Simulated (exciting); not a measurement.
# I L₃-edge absorption of Ca2AsI, all-electron BSE, part 2 of 3

Aim: the I L₃ absorption edge of Ca2AsI with the electron–hole interaction treated explicitly, and what each term of the kernel does.

exciting sodium; X-ray absorption, core-level Bethe-Salpeter equation, exchange and statically screened direct term, Tamm-Dancoff, all-electron LAPW+lo LDA.

So far. Step 3 (A richer basis for the empty states): Against the first ground state the total energy moves by -7 meV an atom and the gap by 0.00 eV.

### Step 4. Screening, kernels and BSE for I atom 1

The absorber has 6 Ca at 3.41 Å (distorted octahedral, site symmetry -3m).

Input file input.xml:

```
<input>
  <title>Ca2AsI</title>
  <structure speciespath="." autormt="false" epslat="1.0e-5">
    <crystal>
      <basevect>4.1545628842 2.3986379995 14.0406651034</basevect>
      <basevect>-4.1545628842 2.3986379995 14.0406651034</basevect>
      <basevect>0.0000000000 -4.7972759991 14.0406651034</basevect>
    </crystal>
    <species speciesfile="I.xml" rmt="2.300">
      <atom coord="0.0000000000 0.0000000000 0.0000000000"/>
    </species>
    <species speciesfile="As.xml" rmt="2.300">
      <atom coord="0.5000000000 0.5000000000 0.5000000000"/>
    </species>
    <species speciesfile="Ca.xml" rmt="2.464">
      <atom coord="0.7687000000 0.7687000000 0.7687000000"/>
      <atom coord="0.2313000000 0.2313000000 0.2313000000"/>
    </species>
  </structure>
  <groundstate do="skip" xctype="LDA_PW" ngridk="3 3 3" rgkmax="7" gmaxvr="14" nempty="8" swidth="0.001" maxscl="100" epsengy="1e-5"/>
  <xs xstype="BSE" ngridk="2 2 2" ngridq="2 2 2" vkloff="0.097 0.273 0.493" rgkmax="7" nempty="56" gqmax="3" lmaxapwwf="5" lmaxemat="3" broad="0.05659" tevout="true">
    <energywindow intv="163.940 165.557" points="439"/>
    <screening screentype="full" nempty="85"/>
    <BSE xas="true" xasspecies="1" xasatom="1" xasedge="L3" bsetype="singlet" nstlxas="1 52"/>
    <qpointset>
      <qpoint>0 0 0</qpoint>
    </qpointset>
    <plan>
      <doonly task="xsgeneigvec"/>
      <doonly task="writepmatxs"/>
      <doonly task="scrgeneigvec"/>
      <doonly task="scrwritepmat"/>
      <doonly task="screen"/>
      <doonly task="scrcoulint"/>
    </plan>
  </xs>
</input>
```

Input file input.xml for the exchange start (cutoff and plan only):

```
  gqmax="2"
  <plan>
    <doonly task="exccoulint"/>
  </plan>
```

Input file input.xml for the last start (plan only):

```
  <plan>
    <doonly task="bse"/>
  </plan>
```

Run with:

```bash
OMP_NUM_THREADS=1 mpirun -n 4 exciting
OMP_NUM_THREADS=1 mpirun -n 4 exciting
OMP_NUM_THREADS=4 exciting
```

Numbers of over 12 decimals in the logs are rounded to 6 here.

Log:

```text
| EXCITING SODIUM started for task xsgeneigvec ( 301)                          =
One-shot GS runs for BSE calculations
One-shot GS runs for k+qmt/2 grids
Info(xsgeneigvec): Generating eigenvectors for Q-point      1
Info(xsgeneigvec): Generation of eigenvectors finished
| EXCITING SODIUM started for task writepmatxs ( 320)                          =
Info(writepmatxs): Momentum matrix elements finished
| EXCITING SODIUM started for task scrgeneigvec ( 401)                         =
One-shot GS runs for BSE calculations
One-shot GS runs for k+qmt/2 grids
Info(xsgeneigvec): Generating eigenvectors for Q-point      1
Using screening GS parameters.
Info(xsgeneigvec): Generation of eigenvectors finished
| EXCITING SODIUM started for task scrwritepmat ( 420)                         =
Info(writepmatxs): Momentum matrix elements finished
Info(scrwritepmat): Momentum matrix elements for screening finished
| EXCITING SODIUM started for task screen ( 430)                               =
Info(screenlauncher): Calculating screening for unshifted q-grid.
Info(screenlauncher): Number of q points:       4
Info(screenlauncher): lowest (partially)  unoccupied state:     27
Info(screenlauncher): highest (partially) occupied state  :     26
Info(screenlauncher): number of occupied states considered:   26
Info(screenlauncher): number of unoccupied states considered:   86
Info(screenlauncher): Starting loop over q-points
Info(screenlauncher): Screening for unshifted q-grid finished
Info(screenlauncher): Screening finished
| EXCITING SODIUM started for task scrcoulint ( 440)                           =
Info(scrcoulintlauncher): Setting up screened Coulomb interaction matrix W.
Info(scrcoulintlauncher): Using momentum transfer vectors from list :   1 to  1
Info(scrcoulintlauncher): Calculating screened Coulomb interaction matrix W
Info(scrcoulintlauncher): Momentum transfer list index: iqmt=  1
Info(scrcoulintlauncher): Momentum transfer: vqmtl=   0.000   0.000   0.000
Info(scrcoulintlauncher): Calculating RR block of W
Info(scrcoulint): Inspecting occupations...
Info(setranges_modxs): Number of non-reduced k-points:        8
Info(setranges_modxs): Number of states considered:       83
Info(setranges_modxs): Number of (partially) occupied states:       36
Info(setranges_modxs): Highest (partially) occupied states:       26
Info(setranges_modxs): Number of (partially) unoccupied states:       57
Info(setranges_modxs): Lowest (partially) unoccupied states:       27
Info(scrcoulint): Selecting transitions...
Info(select_transitions): Inspecting transitions in the  band interval:
  lowest occupied state:   7
  highest occupied state:  10
  lowest unoccupied state:  27
  highest unoccupied state:  78
  Opening gap with a scissor of:      0.000/H      0.000/eV
Info(select_transitions): Number of participating transitions:    1664
Info(scrcoulint): Size of file SCCLI will be about     0.023209 GB
Info(scrcoulint): Using q-grid
Info(scrcoulint): Number of reduced q-points:      4
Info(scrcoulint): Number of non-reduced q-points:      8
Info(scrcoulint): Calculating W(G1,G2,qr) fourier coefficients
Info(scrcoulint): Calculating W matrix elements
Info(scrcoulintlauncher): Screened coulomb interaction finished for iqmt=   1
| EXCITING SODIUM started for task exccoulint ( 441)                           =
Info(exccoulintlauncher): Setting up exchange interaction matrix V.
Info(exccoulintlauncher): Using momentum transfer vectors from list :   1 to  1
Info(exccoulintlauncher):Calculating exchange interaction matrix V
Info(exccoulintlauncher): Momentum transfer list index: iqmt=  1
Info(exccoulintlauncher): Momentum transfer: vqmtl=   0.000   0.000   0.000
Info(exccoulintlauncher): Calculating RR block of V
Info(exccoulint): Inspecting occupations...
Info(setranges_modxs): Number of non-reduced k-points:        8
Info(setranges_modxs): Number of states considered:       83
Info(setranges_modxs): Number of (partially) occupied states:       36
Info(setranges_modxs): Highest (partially) occupied states:       26
Info(setranges_modxs): Number of (partially) unoccupied states:       57
Info(setranges_modxs): Lowest (partially) unoccupied states:       27
Info(exccoulint): Selecting transitions...
Info(select_transitions): Inspecting transitions in the  band interval:
  lowest occupied state:   7
  highest occupied state:  10
  lowest unoccupied state:  27
  highest unoccupied state:  78
  Opening gap with a scissor of:      0.000/H      0.000/eV
Info(select_transitions): Number of participating transitions:    1664
Info(exccoulint): Size of file EXCLI will be about     0.023209 GB
Info(exccoulint): Generating plane wave matrix elements for momentum transfer iqmt=   1
  Timing (in seconds)	   :     178.006
Info(exccoulint): Generating V matrix elements
Info(exccoulint): Zeroing Coulomb potential at G+qmt index:  1
Info(exccoulintlauncher): Exchange interaction finished for iqmt=   1
| EXCITING SODIUM started for task bse ( 445)                                  =
Info(bselauncher): Init time:    1.181914
Info(bselauncher): Setting up and diagonalizing BSE Hamiltonian.
Info(bselauncher): Using momentum transfer vectors from list :   1 to  1
Info(bselauncher): Distributing qmt-points over   1 processes.
Info(bselauncher): BSE type: singlet
Info(bselauncher): Momentum transfer list index: iqmt=  1
Info(bselauncher): Momentum transfer: vqmtl=   0.000   0.000   0.000
Info(bse): Inspecting occupations...
Info(setranges_modxs): Number of non-reduced k-points:        8
Info(setranges_modxs): Number of states considered:       83
Info(setranges_modxs): Number of (partially) occupied states:       36
Info(setranges_modxs): Highest (partially) occupied states:       26
Info(setranges_modxs): Number of (partially) unoccupied states:       57
Info(setranges_modxs): Lowest (partially) unoccupied states:       27
Info(select_transitions): Inspecting transitions in the  band interval:
  lowest occupied state:   7
  highest occupied state:  10
  lowest unoccupied state:  27
  highest unoccupied state:  78
  Opening gap with a scissor of:      0.000/H      0.000/eV
Info(select_transitions): Number of participating transitions:    1664
Info(bse): Selecting transitions...
Info(bse):bsegap (eV):  4473.139706
Info(bse): Assembling BSE matrix
  RR/RA blocks of global BSE-Hamiltonian:
  Size of the Hamiltonian:    1664
  Number of k-points:       8
  Distributing matrix to   1 processes
  Local matrix shape   1664 x  1664
Info(bse): max local RAM needed for BSE matrices ~     0.041260 GB
Info(setup_bse_block): Setting up RR part of hamiltonian
Info(setup_bse_block): Singlet spin state
Info(bse): Diagonalizing RR Hamiltonian (TDA)
Info(bse): Invoking Lapack routine ZHEEVR
      1664 eigen solutions found in the interval:
         i1=       1 i2=    1664
Info(bse): Writing excition energies and oscillator strengths to text file.
Info(makespectrum_dist): Making spectrum using formula for coupling with time reversed AR basis.
Info(makespectrum_dist): Using formalism for vanishing momentum transfer.
Info(writederived): Writing quantities derived from the macroscopic dielectric function.
Info(bselauncher): Spectrum finished for iqmt=  1
Info(bselauncher): All done for BSE type singlet
```

Run time: 5.9 min. Hardware: 4 MPI ranks of Arm Neoverse V1, shared host.

Wall time by task: xsgeneigvec 6.4 s, writepmatxs 4.7 s, scrgeneigvec 3.8 s, scrwritepmat 3.6 s, screen 63 s, scrcoulint 83 s, exccoulint 3 min, bse 4 s.

The I L₃ spectrum of I atom 1 (energy from the Kohn–Sham onset, core level to the lowest empty state found on the meshes used, 4473.04 eV; the ground-state mesh sets it, and the shifted mesh has its lowest transition 0.10 eV above it; Im ε scaled to the maximum of the singlet run; cut below the end of the band set):

```
E (eV)  isotropic  ε ⊥ c  ε ∥ c
 -12.0       0.03   0.03   0.03
 -11.5       0.03   0.03   0.03
 -11.0       0.03   0.03   0.03
 -10.5       0.03   0.03   0.03
 -10.0       0.03   0.03   0.03
  -9.5       0.04   0.04   0.04
  -9.0       0.04   0.04   0.04
  -8.5       0.04   0.04   0.04
  -8.0       0.05   0.05   0.05
  -7.5       0.05   0.05   0.05
  -7.0       0.06   0.06   0.06
  -6.5       0.06   0.06   0.06
  -6.0       0.07   0.07   0.07
  -5.5       0.08   0.08   0.08
  -5.0       0.09   0.09   0.09
  -4.5       0.10   0.10   0.10
  -4.0       0.12   0.12   0.12
  -3.5       0.14   0.14   0.14
  -3.0       0.17   0.16   0.17
  -2.5       0.20   0.20   0.21
  -2.0       0.26   0.26   0.26
  -1.5       0.33   0.33   0.34
  -1.0       0.43   0.43   0.44
  -0.5       0.55   0.54   0.55
   0.0       0.65   0.65   0.65
   0.5       0.70   0.70   0.69
   1.0       0.70   0.70   0.69
   1.5       0.68   0.68   0.67
   2.0       0.66   0.67   0.66
   2.5       0.67   0.67   0.66
   3.0       0.69   0.70   0.68
   3.5       0.73   0.73   0.73
   4.0       0.78   0.78   0.79
   4.5       0.82   0.81   0.83
   5.0       0.83   0.83   0.84
   5.5       0.82   0.82   0.83
   6.0       0.82   0.82   0.82
   6.5       0.83   0.84   0.82
   7.0       0.86   0.86   0.84
   7.5       0.89   0.89   0.87
   8.0       0.91   0.92   0.90
   8.5       0.94   0.94   0.94
   9.0       0.97   0.96   0.98
   9.5       0.99   0.98   1.01
  10.0       1.00   0.99   1.02
  10.5       0.98   0.97   1.00
  11.0       0.94   0.94   0.96
  11.5       0.90   0.90   0.90
  12.0       0.86   0.86   0.86
  12.5       0.82   0.82   0.82
  13.0       0.77   0.77   0.78
  13.5       0.73   0.73   0.73
  14.0       0.71   0.71   0.70
  14.5       0.71   0.71   0.69
  15.0       0.71   0.72   0.70
  15.5       0.72   0.72   0.72
  16.0       0.73   0.72   0.74
  16.5       0.72   0.72   0.73
  17.0       0.69   0.69   0.70
  17.5       0.65   0.65   0.65
  18.0       0.60   0.60   0.60
  18.5       0.56   0.56   0.56
  19.0       0.52   0.52   0.53
  19.5       0.49   0.49   0.50
```

Maxima (height): 0.7 eV (0.70), 9.8 eV (1.00) and 16.2 eV (0.73).

The Hamiltonian has 1664 rows. The lowest groups of eigenvalues and the brightest ones, on the scale above (the program counts from the shifted mesh's onset, 0.10 eV higher). Core spinors bring spin-forbidden partners, so dark means forbidden by spin or by symmetry, and the shifted mesh splits states that symmetry would keep together:

```
energy (eV)  states within 10 meV  relative strength
     -0.473                     4               0.42
     -0.340                     4               0.67
     -0.237                     4               0.51
     -0.089                     4               0.39
     -0.042                     4               0.13
      0.114                     4               0.32
      0.217                     4               0.91
      0.475                     4               0.90
      4.060                     4               0.68
      4.491                     4               0.75
      7.862                     8               0.78
      9.722                     4               1.00
      9.799                     4               0.96
```

### Step 5. Independent particles

input.xml: that of step 4 with these lines changed.

```diff
@@ -23,3 +23,3 @@
     <screening screentype="full" nempty="85"/>
-    <BSE xas="true" xasspecies="1" xasatom="1" xasedge="L3" bsetype="singlet" nstlxas="1 52"/>
+    <BSE xas="true" xasspecies="1" xasatom="1" xasedge="L3" bsetype="IP" nstlxas="1 52"/>
     <qpointset>
@@ -28,8 +28,3 @@
     <plan>
-      <doonly task="xsgeneigvec"/>
-      <doonly task="writepmatxs"/>
-      <doonly task="scrgeneigvec"/>
-      <doonly task="scrwritepmat"/>
-      <doonly task="screen"/>
-      <doonly task="scrcoulint"/>
+      <doonly task="bse"/>
     </plan>
```

Run with:

```bash
OMP_NUM_THREADS=4 exciting
```

Log:

```text
| EXCITING SODIUM started for task bse ( 445)                                  =
Info(bselauncher): Init time:    1.183820
Info(bselauncher): Setting up and diagonalizing BSE Hamiltonian.
Info(bselauncher): Using momentum transfer vectors from list :   1 to  1
Info(bselauncher): Distributing qmt-points over   1 processes.
Info(bselauncher): BSE type: IP
Info(bselauncher): Momentum transfer list index: iqmt=  1
Info(bselauncher): Momentum transfer: vqmtl=   0.000   0.000   0.000
Info(bse): Inspecting occupations...
Info(setranges_modxs): Number of non-reduced k-points:        8
[...]
highest unoccupied state:  78
  Opening gap with a scissor of:      0.000/H      0.000/eV
Info(select_transitions): Number of participating transitions:    1664
Info(bse): Selecting transitions...
Info(bse):bsegap (eV):  4473.139706
Info(bse): IP requested, nothing much to do
Info(bse): Writing excition energies and oscillator strengths to text file.
Info(makespectrum_dist): Making spectrum using formula for coupling with time reversed AR basis.
Info(makespectrum_dist): Using formalism for vanishing momentum transfer.
Info(writederived): Writing quantities derived from the macroscopic dielectric function.
Info(bselauncher): Spectrum finished for iqmt=  1
Info(bselauncher): All done for BSE type IP
```

The job ended after 3 s (4 threads).

Maxima (height): 12.2 eV (1.04) and 17.8 eV (0.90). The spectrum differs from the singlet run by 32 % r.m.s. Moving the earlier curve by +3.2 eV leaves 14 %. The highest maximum lies at 12.2 eV (1.04), against 9.8 eV (1.00).

### Step 6. Exchange alone

input.xml: that of step 5 with these lines changed.

```diff
@@ -23,3 +23,3 @@
     <screening screentype="full" nempty="85"/>
-    <BSE xas="true" xasspecies="1" xasatom="1" xasedge="L3" bsetype="IP" nstlxas="1 52"/>
+    <BSE xas="true" xasspecies="1" xasatom="1" xasedge="L3" bsetype="RPA" nstlxas="1 52"/>
     <qpointset>
```

Run with:

```bash
OMP_NUM_THREADS=4 exciting
```

Log:

```text
| EXCITING SODIUM started for task bse ( 445)                                  =
Info(bselauncher): Init time:    1.184694
Info(bselauncher): Setting up and diagonalizing BSE Hamiltonian.
Info(bselauncher): Using momentum transfer vectors from list :   1 to  1
Info(bselauncher): Distributing qmt-points over   1 processes.
Info(bselauncher): BSE type: RPA
Info(bselauncher): Momentum transfer list index: iqmt=  1
Info(bselauncher): Momentum transfer: vqmtl=   0.000   0.000   0.000
Info(bse): Inspecting occupations...
Info(setranges_modxs): Number of non-reduced k-points:        8
[...]
Info(setup_bse_block): Setting up RR part of hamiltonian
Info(setup_bse_block): Using RPA approximation
Info(bse): Diagonalizing RR Hamiltonian (TDA)
Info(bse): Invoking Lapack routine ZHEEVR
      1664 eigen solutions found in the interval:
         i1=       1 i2=    1664
Info(bse): Writing excition energies and oscillator strengths to text file.
Info(makespectrum_dist): Making spectrum using formula for coupling with time reversed AR basis.
Info(makespectrum_dist): Using formalism for vanishing momentum transfer.
Info(writederived): Writing quantities derived from the macroscopic dielectric function.
Info(bselauncher): Spectrum finished for iqmt=  1
Info(bselauncher): All done for BSE type RPA
```

Elapsed: 4.5 s, on 4 threads.

Maxima (height): 12.2 eV (1.04) and 17.8 eV (0.90). The spectrum is that of the independent-particle run within 1 %.

(Part 2 of 3 ends here.)

[Banner, clock and machine lines of the logs are left out without a mark of their own.]

[Logs are printed without paths, hosts, clocks, repeated set-up lines and the standing remarks that a program may print on its own settings, such as how far it seeks lower states.]

[Hosts, paths, dates, database ids (printed as entryN), source tags and the programs' standing remarks are cut or masked in the printed files.]
